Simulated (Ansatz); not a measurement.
# SrLiH3 (model cell, started as cubic perovskite with Sr in the octahedra): following an unstable mode

Wanted: the energy along a soft mode of SrLiH3 (model cell, started as cubic perovskite with Sr in the octahedra) and the structure at the end.

Calculated with Ansatz 0.2.0; DFT PBEsol, scalar-relativistic, plane waves, PAW.

The structure was built from a prototype and need not be the compound's stable phase.

### 1. Starting point

The structure is cubic, space group Pm-3m (No. 221). The conventional cell has a = 4.592 Å, b = 4.592 Å, c = 4.592 Å, α = 90.00°, β = 90.00°, γ = 90.00°. Nearest to Li lie 12 H at 3.25 Å. Nearest to Sr lie 6 H at 2.30 Å. Nearest to H lie 2 Sr at 2.30 Å. Farther neighbours are not listed.

### 2. Phonons on a q mesh

The cell comes from relaxations at this level that are not shown. Stability and thermal properties need the whole zone. Linear response on a 4×4×4 q mesh gives force constants as far as a supercell of that size would, and the tensors from the zone-centre run are typed in so that the long-range dipole term is interpolated apart.

input.yaml reads:

```yaml
crystal:
  lattice:
    - [4.5923772974, 0.0, 0.0]
    - [0.0, 4.5923772974, 0.0]
    - [0.0, 0.0, 4.5923772974]
  atoms:
    - { symbol: Li, position: [0.0, 0.0, 0.0] }
    - { symbol: Sr, position: [0.5, 0.5, 0.5] }
    - { symbol: H, position: [0.5, 0.5, 0.0] }
    - { symbol: H, position: [0.5, 0.0, 0.5] }
    - { symbol: H, position: [0.0, 0.5, 0.5] }
kpoints:
  mp_grid: { grid: [8, 8, 8] }
hamiltonian:
  xc: pbesol
scf:
  occupations: { method: fixed }
output:
  eigenvalues: true
phonons:
  method: dfpt
  qmesh: [4, 4, 4]
  temperatures: { t_max: 1000, t_step: 50 }
  qpath:
    path:
      - [[0.0, 0.0, 0.0], [0.0, 0.5, 0.0], [0.5, 0.5, 0.0], [0.0, 0.0, 0.0], [0.5, 0.5, 0.5], [0.0, 0.5, 0.0]]
      - [[0.5, 0.5, 0.5], [0.5, 0.5, 0.0]]
    npoints: 10
  non_analytic_term:
    high_frequency_dielectric_tensor: [[3.8409, 0.0, 0.0], [0.0, 3.8409, 0.0], [0.0, 0.0, 3.8409]]
    born_effective_charges:
      - { species: Li, tensor: [[1.4242, 0.0, 0.0], [0.0, 1.4242, 0.0], [0.0, 0.0, 1.4242]] }
      - { species: Sr, tensor: [[1.5973, 0.0, 0.0], [0.0, 1.5973, 0.0], [0.0, 0.0, 1.5973]] }
      - { species: H, tensor: [[-1.0177, 0.0, 0.0], [0.0, -1.0177, 0.0], [0.0, 0.0, -0.9862]] }
      - { species: H, tensor: [[-1.0177, 0.0, 0.0], [0.0, -0.9862, 0.0], [0.0, 0.0, -1.0177]] }
      - { species: H, tensor: [[-0.9862, 0.0, 0.0], [0.0, -1.0177, 0.0], [0.0, 0.0, -1.0177]] }
    source: "zone-centre run at this cell"
```

Run with:

```console
$ ansatz run input.yaml --threads 8 --pin off --max-ram 14336MiB --backend cpu --events-out ev --progress --plain --runs-dir out
```

Numbers of over 12 decimals in the logs are rounded to 6 here.

Output:

```text
Engine: ansatz 0.2.0, aarch64-unknown-linux-gnu
Pseudopotentials: kind: paw
Pseudopotential: Li, paw, valence charge 3, recommended cutoff 420 eV (normal), Li.paw.azcp
Pseudopotential: Sr, paw, valence charge 10, recommended cutoff 420 eV (normal), Sr.paw.azcp
Pseudopotential: H, paw, valence charge 1, recommended cutoff 420 eV (normal), H.paw.azcp
Functional definition: PBEsol
  exchange = pbesol_x
  correlation = pbesol_c
Crystal: 5 atoms, lattice volume = 96.853 Å³
Basis set: ecut = 420 eV, 1863 PW (Γ), exchange–correlation on 64×64×64 points (8 copies of the dense FFT grid, shifted against one another)
Bands: 13, of which v1, the nominal top of the filled ones, is band 8 counted from 1 (7 counted from 0)
Symmetry: 48 space group operations
k-points: 35 of 512
Non-local potential: Li, projectors of the file, l = 0: 3, l = 1: 2, l = 2: 1
Non-local potential: Sr, projectors of the file, l = 0: 3, l = 1: 2, l = 2: 2
Non-local potential: H, projectors of the file, l = 0: 2, l = 1: 1
PAW form: soft (Blöchl's): semilocal exchange-correlation on the pseudo side does not see the compensation charge
PAW frozen core: Sr, regenerated for the run's functional, and the local potential with it (the file was generated under x = pbe(κ = 0.804, μ = 0.219515), c = pbe(β = 0.066725))
PAW one-centre angular grid: Li, 110 points (default); XC on 64 Gauss nodes
PAW one-centre angular grid: Sr, 110 points (default); XC on 64 Gauss nodes
PAW one-centre angular grid: H, 110 points (default); XC on 64 Gauss nodes
Initial density: superposition of atomic densities (neutral atoms: chi_scale 0, normalization atom), corrected by the library's trained network
Initial wavefunctions: pseudopotential atomic-orbital guess
Functional: x = pbesol(κ = 0.804, μ = 0.123457), c = pbesol(β = 0.046)
SCF iter   1: F=—  HF=-3742.326067 eV  |F-HF|=—  |Δ(HF+E_count)|=         —  Δρ=6.18e-3  dr2=3.57e-2  ethr=1.77e-3  ⟨swp⟩=5.3  Hψ=2630  notcnv=0  defer=66
preconditioner: auto → Resta (q_TF=auto, 2.021 Å⁻¹)  ε∞=3.6  [insulator: Δε(μ)=1.554 eV  Ē_g=5.748 eV  n_scr=18 (ndim 8)  ℏωp=9.2 eV  f_vac=0.000  ε∞_Penn≈3.6]
SCF iter   2: F=—  HF=-3742.317532 eV  |F-HF|=—  |Δ(HF+E_count)|=   8.53e-3  Δρ=2.48e-3  dr2=6.73e-3  ethr=2.23e-4  ⟨swp⟩=1.5  Hψ=759  notcnv=0  defer=77
SCF iter   3: F=—  HF=-3742.316038 eV  |F-HF|=—  |Δ(HF+E_count)|=   1.49e-3  Δρ=2.52e-4  dr2=1.09e-4  ethr=4.21e-5  ⟨swp⟩=2.0  Hψ=602  notcnv=0  defer=91
SCF iter   4: F=—  HF=-3742.316089 eV  |F-HF|=—  |Δ(HF+E_count)|=   5.14e-5  Δρ=6.45e-5  dr2=3.04e-6  ethr=6.83e-7  ⟨swp⟩=2.3  Hψ=681  notcnv=0  defer=92
SCF iter   5: F=—  HF=-3742.316092 eV  |F-HF|=—  |Δ(HF+E_count)|=   3.30e-6  Δρ=1.65e-5  dr2=2.35e-7  ethr=1.90e-8  ⟨swp⟩=2.5  Hψ=671  notcnv=0  defer=63
SCF iter   6: F=—  HF=-3742.316088 eV  |F-HF|=—  |Δ(HF+E_count)|=   4.16e-6  Δρ=2.71e-6  dr2=1.18e-8  ethr=1.47e-9  ⟨swp⟩=2.5  Hψ=581  notcnv=0  defer=50
SCF iter   7: F=—  HF=-3742.316088 eV  |F-HF|=—  |Δ(HF+E_count)|=   3.77e-9  Δρ=6.14e-7  dr2=3.83e-10  ethr=7.35e-11  ⟨swp⟩=2.8  Hψ=660  notcnv=0  defer=50
SCF iter   8: F=-3742.316088 eV  HF=-3742.316088 eV  |F-HF|=3.64e-12  |Δ(HF+E_count)|=  2.35e-10  Δρ=1.14e-7  dr2=9.73e-12  ethr=1.00e-12  ⟨swp⟩=11.9  Hψ=3753  notcnv=0
SCF 1 converged in 8 iterations: F = -3742.316088 eV  dr2 = 9.73e-12
  greatest PAW one-centre occupation: 0.999 electrons in one spin orbital (limit 2), on the Li atom at site 0 (counted from 0), in its partial waves of l = 0
NSCF: frozen V_eff on 35 k-points
NSCF: frozen V_eff on 125 k-points
DFPT response loops at q = (0, 0, 0) (fractional): preconditioner auto → none (the input reference at scf.mixing.eps_inf says where Resta's filter doesn't serve); β = 0.50; Broyden in place of MSR1
NSCF: frozen V_eff on 400 k-points
DFPT response loops at q = (0, 0, 0.25) (fractional): preconditioner auto → Resta (q_TF=auto, 2.021 Å⁻¹)  ε∞=6.0 (no band partly filled); β = 1.00, the filter's whole step (`scf.mixing.beta` (0.50) is not read by the response loops at its default; to damp them type it under 1.00, their step now; it binds the ground state too); Broyden in place of MSR1
NSCF: frozen V_eff on 250 k-points
DFPT response loops at q = (0, 0, -0.5) (fractional): mixed as the last ones told, above
NSCF: frozen V_eff on 640 k-points
DFPT response loops at q = (0, 0.25, 0.25) (fractional): mixed as the last ones told, above
NSCF: frozen V_eff on 400 k-points
DFPT response loops at q = (0, 0.25, -0.5) (fractional): mixed as the last ones told, above
NSCF: frozen V_eff on 250 k-points
DFPT response loops at q = (0, -0.5, -0.5) (fractional): mixed as the last ones told, above
NSCF: frozen V_eff on 1024 k-points
DFPT response loops at q = (0.25, 0.25, 0.25) (fractional): mixed as the last ones told, above
NSCF: frozen V_eff on 640 k-points
DFPT response loops at q = (0.25, 0.25, -0.5) (fractional): mixed as the last ones told, above
NSCF: frozen V_eff on 400 k-points
DFPT response loops at q = (0.25, -0.5, -0.5) (fractional): mixed as the last ones told, above
NSCF: frozen V_eff on 250 k-points
DFPT response loops at q = (-0.5, -0.5, -0.5) (fractional): mixed as the last ones told, above
SCF converged after 8 iterations
Free energy (F): -3742.316088 eV
Harris-Foulkes:  -3742.316088 eV  (|F-HF|=3.64e-12)
Internal energy: -3742.316088 eV  (E = F + TS)
E sigma→0 (E₀):  -3742.316088 eV
Fermi energy:    0.729304 eV
--- Per-component energies (eV) ---
  E_band       = -243.601976
  E_kinetic    = 305.125268
  E_local      = -1029.250079  (includes V_loc(G=0)·N_el)
  E_nonlocal   = 174.396936
  E_hartree    = 284.467530
  E_xc         = -207.231868
  E_vxc        = -207.707025  (∫ρ·V_xc dr)
  E_paw        = -2665.373208  (= ΣΔE_a)
  E_vpaw       = -55.098808  (= ΣTr[D̂ρ^β])
  E_aug_tail   = -0.003343  (compensation charges beyond the density's cutoff)
  E_ewald      = -604.581672
  E_core_change = 0.134347  (= ΣΔE_core)
  E_smearing   = -0.000000  (= −TS)
  E_closure    = -0.000000  (closes the sum)
  Σ components = -3742.316088   (vs F -3742.316088, Δ=0.00e0)
--- Band table (eV; the first three rows and the last of 35) ---
  k-point 0: bands = [... 4 lower, -14.1340, -2.5207, -0.2758, -0.2758, 5.8724, 5.8724, 5.8724, 6.0194, ... 1 higher]
  k-point 1: bands = [... 4 lower, -14.1332, -2.4134, -0.2554, -0.2341, 5.1913, 5.7674, 5.7674, 6.6098, ... 1 higher]
  k-point 2: bands = [... 4 lower, -14.1311, -2.1334, -0.2050, -0.1607, 4.6624, 5.5419, 5.5419, 6.9526, ... 1 higher]
  k-point 34: bands = [... 4 lower, -14.2435, 0.7293, 0.7293, 0.7293, 2.9950, 2.9950, 2.9950, 5.1768, ... 1 higher]
--- Phonons (Γ-DFPT): 4 representative perturbations + reference (Σ response iterations 12) ---
  ASR residual: 7.769e-5 → 0.000e0 eV/Å²; symmetrization residual: 2.796e-7 eV/Å²
  ASR residual per site (eV/Å²): 4.73e-7 7.77e-5 2.79e-5 2.79e-5 2.79e-5
  Γ frequencies (cm⁻¹): -421.03 -421.03 -421.03 -418.93 -418.93 -418.93 0.00 0.00 0.00 241.57 241.57 241.57 1287.16 1287.16 1287.16
--- Phonons (arbitrary-q DFPT): 10 irreducible q on the 4×4×4 mesh ---
  q = [0.0000, 0.0000, 0.0000] (star 1, of the zone-centre solve; hermiticity 8.22e-8, symmetrization 1.74e-13): -421.03 -421.03 -421.03 -418.93 -418.93 -418.93 -0.00 -0.00 0.00 241.57 241.57 241.57 1287.16 1287.16 1287.16
  q = [0.0000, 0.0000, 0.2500] (star 6, 9 solved perturbations in 1560 linear systems a pass and spin channel, the states on 200 of 512 k-point pairs; hermiticity 9.08e-8, symmetrization 9.26e-14): -409.65 -409.65 -380.67 -380.67 -359.58 37.14 37.14 86.86 139.86 211.85 211.85 432.01 1286.79 1286.79 1351.26
  q = [0.0000, 0.0000, -0.5000] (star 3, 9 solved perturbations in 975 linear systems a pass and spin channel, the states on 125 of 512 k-point pairs; hermiticity 1.63e-7, symmetrization 8.26e-8): -396.74 -396.74 -346.97 -346.97 -295.01 71.30 71.30 115.64 161.89 174.42 174.42 452.40 1286.42 1286.42 1362.59
  q = [0.0000, 0.2500, 0.2500] (star 12, 9 solved perturbations in 2460 linear systems a pass and spin channel, the states on 320 of 512 k-point pairs; hermiticity 5.11e-8, symmetrization 1.57e-14): -478.05 -380.38 -370.57 -356.95 -308.43 37.05 88.18 96.71 171.66 216.98 307.44 451.07 1286.45 1296.20 1357.11
  q = [0.0000, 0.2500, -0.5000] (star 12, 15 solved perturbations on 200 of 512 k-point pairs; hermiticity 5.48e-8, symmetrization 2.38e-8): -495.06 -370.42 -340.75 -323.30 -319.41 68.22 94.91 102.03 120.88 305.36 321.34 472.62 1286.11 1299.01 1367.34
  q = [0.0000, -0.5000, -0.5000] (star 3, 9 solved perturbations in 975 linear systems a pass and spin channel, the states on 125 of 512 k-point pairs; hermiticity 6.82e-8, symmetrization 3.37e-8): -553.41 -361.61 -361.61 -282.17 -282.17 -136.36 64.15 123.98 123.98 378.50 378.50 488.18 1285.78 1306.59 1375.71
  q = [0.2500, 0.2500, 0.2500] (star 8, 4 solved perturbations in 1376 linear systems a pass and spin channel, the states on 512 of 512 k-point pairs; hermiticity 3.73e-8, symmetrization 7.79e-14): -491.70 -465.42 -465.42 -280.26 -280.26 -135.72 108.72 112.92 112.92 377.12 377.12 469.00 1295.67 1295.67 1362.96
  q = [0.2500, 0.2500, -0.5000] (star 12, 9 solved perturbations in 2460 linear systems a pass and spin channel, the states on 320 of 512 k-point pairs; hermiticity 2.92e-7, symmetrization 1.50e-7): -508.60 -478.65 -471.69 -294.17 -272.66 -173.10 109.92 118.21 146.64 416.61 426.34 491.08 1295.16 1300.34 1372.52
  q = [0.2500, -0.5000, -0.5000] (star 6, 9 solved perturbations in 1560 linear systems a pass and spin channel, the states on 200 of 512 k-point pairs; hermiticity 4.71e-8, symmetrization 4.14e-9): -556.53 -495.61 -495.61 -283.34 -283.34 -224.37 116.43 146.76 146.76 473.66 473.66 507.27 1296.64 1306.03 1380.79
  q = [-0.5000, -0.5000, -0.5000] (star 1, 4 solved perturbations in 350 linear systems a pass and spin channel, the states on 125 of 512 k-point pairs; hermiticity 4.59e-8, symmetrization 1.91e-8): -559.63 -559.63 -559.63 -280.43 -280.43 -280.43 149.25 149.25 149.25 522.55 522.55 522.55 1305.47 1305.47 1388.51
  sum rule: each row above includes the acoustic sum rule's correction from the zone centre's row sums; it moved no ω² by more than (2.74 cm⁻¹)²
  mesh force constants: q→R imaginary residual 8.35e-19; ASR residual 7.769e-5 → 0.000e0 eV/Å²; symmetrization residual 7.105e-15 eV/Å²
  interpolated dispersion: 63 rows × 15 modes
  density of states and harmonic sums: on the 16×16×16 q-mesh, interpolated from the force constants of a 4×4×4 supercell (with the dipole–dipole term of supplied tensors)
  largest difference from the sums on the solved wave vectors: F 1.20e-3 eV, S 4.64e-6 and C_V 2.72e-6 eV/K
  zero-point energy: 0.338378 eV/cell   skipped modes (ω ≤ 0): 917, of them read as no rigid motion or as one in doubt: 914 (5.555e0 modes/cell left out, lowest -559.63 cm⁻¹)   left out of the sums: 3.70e-1 of the cell's modes: C_V's classical limit lies that fraction below 3 k_B per atom; for a crystal, a wire or a layer, F and S can be off by more, and a phonons.interpolated_qmesh denser along its periods is the remedy for the sampling
```

Wall time 2 min (8 threads of Arm Neoverse V2, shared host); peak memory 1.5 GiB; 15 min of CPU time.

In the SCF lines HF is the Harris–Foulkes energy and dr2 the Hartree energy of the density residual, in eV; the loop may stop once dr2 is under the threshold and the program's other checks hold. Hψ counts applications of the Hamiltonian.

This step gave:

```yaml
gap_on_the_k_mesh: 1.664 eV
volume_per_atom: 19.37 Å³
sum_rule_residual_before_enforcement: 7.77e-5 eV/Å²
lowest_frequency_on_the_path: -559.6 cm⁻¹
point_group: m-3m
highest_frequency_on_the_path_or_at_a_solved_wavevector: 1389 cm⁻¹
highest_optical_mode_at_the_zone_centre_no_lo_to_term: 1287 cm⁻¹
lowest_optical_zone_centre_mode: -421.0 cm⁻¹
lowest_mode_on_the_q_mesh_acoustic_modes_at_gamma_apart: -559.6 cm⁻¹
```

Frequencies (cm⁻¹) solved at each irreducible wavevector; negative means imaginary. Frequencies by wavevector, by row:

| q in reciprocal lattice units | star | mode 1 | mode 2 | mode 3 | mode 4 | mode 13 | mode 14 | mode 15 |
| --- | --- | --- | --- | --- | --- | --- | --- | --- |
| 0 0 0 | 1 | -421 | -421 | -421 | -418.9 | 1287 | 1287 | 1287 |
| 0 0 0.25 | 6 | -409.6 | -409.6 | -380.7 | -380.7 | 1287 | 1287 | 1351 |
| 0 0 -0.5 | 3 | -396.7 | -396.7 | -347 | -347 | 1286 | 1286 | 1363 |
| 0 0.25 0.25 | 12 | -478.1 | -380.4 | -370.6 | -356.9 | 1286 | 1296 | 1357 |
| 0 0.25 -0.5 | 12 | -495.1 | -370.4 | -340.8 | -323.3 | 1286 | 1299 | 1367 |
| 0 -0.5 -0.5 | 3 | -553.4 | -361.6 | -361.6 | -282.2 | 1286 | 1307 | 1376 |
| 0.25 0.25 0.25 | 8 | -491.7 | -465.4 | -465.4 | -280.3 | 1296 | 1296 | 1363 |
| 0.25 0.25 -0.5 | 12 | -508.6 | -478.6 | -471.7 | -294.2 | 1295 | 1300 | 1372 |
| 0.25 -0.5 -0.5 | 6 | -556.5 | -495.6 | -495.6 | -283.3 | 1297 | 1306 | 1381 |
| -0.5 -0.5 -0.5 | 1 | -559.6 | -559.6 | -559.6 | -280.4 | 1306 | 1306 | 1388 |

Interpolated from a 4×4×4 q mesh, with the LO-TO term (at Γ the limit along the path; where Γ stands inside the path, tables give the limit on arrival). The phonon branches at the labelled points (cm⁻¹):

| point | branch 1 | branch 2 | branch 3 | branch 4 | branch 12 | branch 13 | branch 14 | branch 15 |
| --- | --- | --- | --- | --- | --- | --- | --- | --- |
| Γ | -421 | -421 | -421 | -419 | 412 | 1287 | 1287 | 1341 |
| halfway | -410 | -410 | -381 | -381 | 432 | 1287 | 1287 | 1351 |
| X | -397 | -397 | -347 | -347 | 452 | 1286 | 1286 | 1363 |
| halfway | -495 | -370 | -341 | -323 | 473 | 1286 | 1299 | 1367 |
| M | -553 | -362 | -362 | -282 | 488 | 1286 | 1307 | 1376 |
| halfway | -478 | -380 | -371 | -357 | 451 | 1286 | 1296 | 1357 |
| Γ | -421 | -421 | -421 | -419 | 412 | 1287 | 1287 | 1341 |
| halfway | -492 | -465 | -465 | -280 | 469 | 1296 | 1296 | 1363 |
| R | -560 | -560 | -560 | -280 | 523 | 1306 | 1306 | 1388 |
| halfway | -509 | -479 | -472 | -294 | 491 | 1295 | 1300 | 1372 |
| X | -397 | -397 | -347 | -347 | 452 | 1286 | 1286 | 1363 |
| jump to R | -560 | -560 | -560 | -280 | 523 | 1306 | 1306 | 1388 |
| halfway | -556 | -496 | -496 | -283 | 507 | 1297 | 1306 | 1381 |
| M | -553 | -362 | -362 | -282 | 488 | 1286 | 1307 | 1376 |

Symmetry leaves 10 wavevectors to solve. The lowest mode among them, the acoustic zeros apart, lies at q = (-0.5, -0.5, -0.5) and is imaginary, 559.6i cm⁻¹, so the energy falls along it.

### 3. The mode frozen in, largest atomic shift 0 Å

The mode followed lies at q = (-0.5, -0.5, -0.5) with frequency 559.6i cm⁻¹ and is 3-fold degenerate, the softest among the wavevectors solved. At small amplitude the distorted cell has space group no. 140 by a symmetry search on the positions. The undistorted cell that holds it gives the zero of energy on the same k mesh.

System of this step: SrLiH3 (model cell, started as cubic perovskite with Sr in the octahedra). Symmetry: Pm-3m, No. 221, cubic system. Conventional cell: a = 4.592 Å, b = 4.592 Å, c = 4.592 Å, α = 90.00°, β = 90.00°, γ = 90.00°. Nearest to Li lie 12 H at 3.25 Å. Nearest to Sr lie 6 H at 2.30 Å. H has 2 Sr at 2.30 Å nearest. Farther neighbours are not listed.

input.yaml reads:

```yaml
crystal:
  lattice:
    - [4.5923772974, 4.5923772974, 0.0]
    - [4.5923772974, 0.0, 4.5923772974]
    - [4.5923772974, 0.0, -4.5923772974]
  atoms:
    - { symbol: Li, position: [0.0, 0.5, 0.5] }
    - { symbol: Li, position: [0.0, 0.0, 1.0] }
    - { symbol: Sr, position: [0.5, 0.25, 0.75] }
    - { symbol: Sr, position: [0.5, 0.75, 0.25] }
    - { symbol: H, position: [0.5, 0.5, 0.5] }
    - { symbol: H, position: [0.5, 0.0, 0.0] }
    - { symbol: H, position: [0.0, 0.5, 0.0] }
    - { symbol: H, position: [0.0, 0.0, 0.5] }
    - { symbol: H, position: [0.5, 0.5, 0.0] }
    - { symbol: H, position: [0.5, 0.0, 0.5] }
kpoints:
  mp_grid: { grid: [6, 6, 6] }
hamiltonian:
  xc: pbesol
scf:
  occupations: { method: gaussian, width: 0.02 }
output:
  forces: true
  stress: true
  eigenvalues: true
```

Output:

```text
[...]
Crystal: 10 atoms, lattice volume = 193.706 Å³
Basis set: ecut = 420 eV, 3767 PW (Γ), exchange–correlation on 90×90×90 points (8 copies of the dense FFT grid, shifted against one another)
Bands: 26, of which v1, the nominal top of the filled ones, is band 16 counted from 1 (15 counted from 0)
Symmetry: 96 space group operations
[...]
k-points: 16 of 216
[...]
k-point 0: bands = [... 12 lower, -0.2758, 0.7293, 0.7293, 0.7293, 2.9950, 2.9950, 2.9950, 5.1768, ... 5 higher]
  k-point 1: bands = [... 12 lower, -0.2308, 0.3459, 0.6219, 0.6219, 3.0820, 3.1957, 3.1957, 5.0152, ... 5 higher]
  k-point 2: bands = [... 12 lower, -0.0973, -0.0973, 0.3783, 0.3783, 3.2764, 3.7291, 3.7291, 4.2064, ... 5 higher]
  k-point 15: bands = [... 12 lower, -0.1046, -0.0365, 0.1215, 0.1682, 2.8235, 3.8132, 5.4274, 5.5744, ... 5 higher]
[key lines of the parts left out:]
SCF converged after 6 iterations
Free energy (F): -7484.632187 eV
Fermi energy:    1.561169 eV
P = ⅓ Tr σ = -0.0030 GPa (-0.030 kbar)
```

The job ended after 0.66 s (8 threads; peak memory 0.59 GiB; 3.5 s of CPU time).

Numbers from this step:

```yaml
pressure: -0.002956 GPa
energy_from_the_undistorted_cell: 0 meV/atom
```

At this level the gap is 1.66 eV on the k-mesh of the self-consistent run, which can miss the band edges.

### 4. The mode frozen in, largest atomic shift 0.6 Å

The atoms are moved along the unstable eigenvector, the largest shift by 0.6 Å, with the cell fixed.

Changes to input.yaml since step 3:

```diff
@@ -10,8 +10,8 @@
     - { symbol: Sr, position: [0.5, 0.75, 0.25] }
-    - { symbol: H, position: [0.5, 0.5, 0.5] }
-    - { symbol: H, position: [0.5, 0.0, 0.0] }
+    - { symbol: H, position: [0.5, 0.434674357, 0.434674357] }
+    - { symbol: H, position: [0.5, 0.065325643, 0.065325643] }
     - { symbol: H, position: [0.0, 0.5, 0.0] }
     - { symbol: H, position: [0.0, 0.0, 0.5] }
-    - { symbol: H, position: [0.5, 0.5, 0.0] }
-    - { symbol: H, position: [0.5, 0.0, 0.5] }
+    - { symbol: H, position: [0.5, 0.565325643, -0.065325643] }
+    - { symbol: H, position: [0.5, -0.065325643, 0.565325643] }
 kpoints:
```

Output:

```text
[...]
Crystal: 10 atoms, lattice volume = 193.706 Å³
Basis set: ecut = 420 eV, 3767 PW (Γ), exchange–correlation on 90×90×90 points (8 copies of the dense FFT grid, shifted against one another)
Bands: 26, of which v1, the nominal top of the filled ones, is band 16 counted from 1 (15 counted from 0)
Symmetry: 16 space group operations
[...]
k-points: 30 of 216
[...]
k-point 0: bands = [... 12 lower, -0.3530, 0.6429, 0.7202, 0.7202, 3.0070, 3.0070, 3.4335, 5.1780, ... 4 higher]
  k-point 1: bands = [... 12 lower, -0.3129, 0.3361, 0.5785, 0.6137, 3.1166, 3.1945, 3.5789, 5.1900, ... 4 higher]
  k-point 2: bands = [... 12 lower, -0.1995, -0.1416, 0.3546, 0.3783, 3.3778, 3.6610, 3.9212, 4.4135, ... 4 higher]
  k-point 29: bands = [... 12 lower, -0.4730, -0.2480, 0.3184, 0.3184, 3.1519, 4.6404, 5.1993, 5.1993, ... 4 higher]
[key lines of the parts left out:]
SCF converged after 6 iterations
Free energy (F): -7485.227809 eV
Fermi energy:    1.557656 eV
P = ⅓ Tr σ = -1.1840 GPa (-11.840 kbar)
```

Wall time 0.95 s (8 threads); peak memory 0.64 GiB.

This step gave:

```
pressure                         : -1.184 GPa
gap on the k-mesh                : 1.675 eV
energy from the undistorted cell : -59.56 meV/atom
```

The energy, extrapolated to zero smearing, is -59.56 meV/atom against the undistorted cell.

The run ends at a pressure of -1.18 GPa, with forces up to 0.33 eV/Å.

(Continued in part 2 of 3.)

[Logs are printed without paths, hosts, clocks, repeated set-up lines and the standing remarks that a program may print on its own settings, such as how far it seeks lower states.]

[Hosts, paths, dates, database ids (printed as entryN), source tags and the programs' standing remarks are cut or masked in the printed files.]
